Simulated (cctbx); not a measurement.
# Accept or mend?

Cell a = 4.4600 Å, b = 22.9980 Å, c = 4.4210 Å, α = 90.00°, β = 90.00°, γ = 90.00°; space group Cmmm (no. 65).

Simulated single-crystal data (cctbx): synchrotron X-rays, λ = 0.6889 Å, to d = 0.8 Å, 50 % of the full sphere, strongest reflection 20000 counts, noise from counting, a 6 % proportional error and a noise floor of 4 counts (s.d.); no absorption.

An anisotropic refinement with weights 1/σ² prints:

```text
Rint 0.041, 300 unique reflections to 0.80 A
cycle     R1     wR2    GooF  max shift (A)
   1  0.0612  0.1743   3.195   0.00696
   2  0.0264  0.0736   1.349   0.00000
final R1 0.0264 wR2 0.0736 GooF 1.349  parameters 20  data/parameter 15.0
atom        x        y        z      Ueq    occ   su(xyz)  su(Uiso or U11)
Sm1    0.50000  0.17073  0.50000   0.0183  1.000  0.00003  0.0005
Sn1    0.00000  0.21465  0.00000   0.0150  1.000  0.00005  0.0005
Sn2    0.00000  0.44640  0.00000   0.0086  1.000  0.00004  0.0005
Ge1    0.00000  0.05492  0.50000   0.0161  1.000  0.00007  0.0007
Cu1    0.50000  0.39289  0.00000   0.0121  1.000  0.00008  0.0008
difference map: max 1.63 min -1.63 rms 0.35
Q1    0.0000  0.2307  0.0000    4    1.67  0.37 A from Sn1
Q2    0.0000  0.4310  0.0000    4    1.32  0.35 A from Sn2
Q3    0.0000  0.5000  0.0000    2    1.21  1.23 A from Sn2
Q4    0.0000  0.1090  0.0000    4    1.14  0.04 A from Cu1
Q5    0.1452  0.1529  0.0000    8    1.00  1.24 A from Cu1
Q6    0.2236  0.3065  0.5000    8    0.96  1.13 A from Sm1
```

Q: Accept it or mend it, and why?

Mend it. The fault: wrong element: Sm1 is Pr. Against the right model at the same level, R1 goes from 0.0186 to 0.0264 and GooF from 0.83 to 1.35. Sm1 has 3 electrons too many and its U swells to shed them, as expected.

The compound is PrCuSn2Ge. The right model at the same level gives:

```text
Rint 0.041, 300 unique reflections to 0.80 A
cycle     R1     wR2    GooF  max shift (A)
   1  0.0462  0.1313   2.406   0.00669
   2  0.0186  0.0455   0.834   0.00000
final R1 0.0186 wR2 0.0455 GooF 0.834  parameters 20  data/parameter 15.0
atom        x        y        z      Ueq    occ   su(xyz)  su(Uiso or U11)
Pr1    0.50000  0.17074  0.50000   0.0163  1.000  0.00002  0.0003
Sn1    0.00000  0.21469  0.00000   0.0165  1.000  0.00003  0.0003
Sn2    0.00000  0.44641  0.00000   0.0101  1.000  0.00002  0.0003
Ge1    0.00000  0.05491  0.50000   0.0177  1.000  0.00004  0.0005
Cu1    0.50000  0.39287  0.00000   0.0135  1.000  0.00005  0.0005
difference map: max 1.33 min -1.42 rms 0.26
Q1    0.0000  0.5000  0.0000    2    1.33  1.23 A from Sn2
Q2    0.1729  0.0328  0.5000    8    0.87  0.92 A from Ge1
Q3    0.1474  0.1524  0.0000    8    0.87  1.23 A from Cu1
Q4    0.2082  0.5000  0.0000    4    0.84  1.54 A from Sn2
Q5    0.1218  0.4253  0.0000    8    0.82  0.73 A from Sn2
Q6    0.2149  0.1922  0.0000    8    0.79  1.09 A from Sn1
```

Isotropic U is held between 0.0001 and 1 Å² by the program, and listed peak heights are interpolated, so they can pass the grid's maximum.

This is a model crystal, built by substitution and not relaxed, with assumed displacement parameters.

[Middle refinement cycles are left out of these outputs.]

[Logs are printed without paths, hosts, clocks, repeated set-up lines and the standing remarks that a program may print on its own settings, such as how far it seeks lower states.]
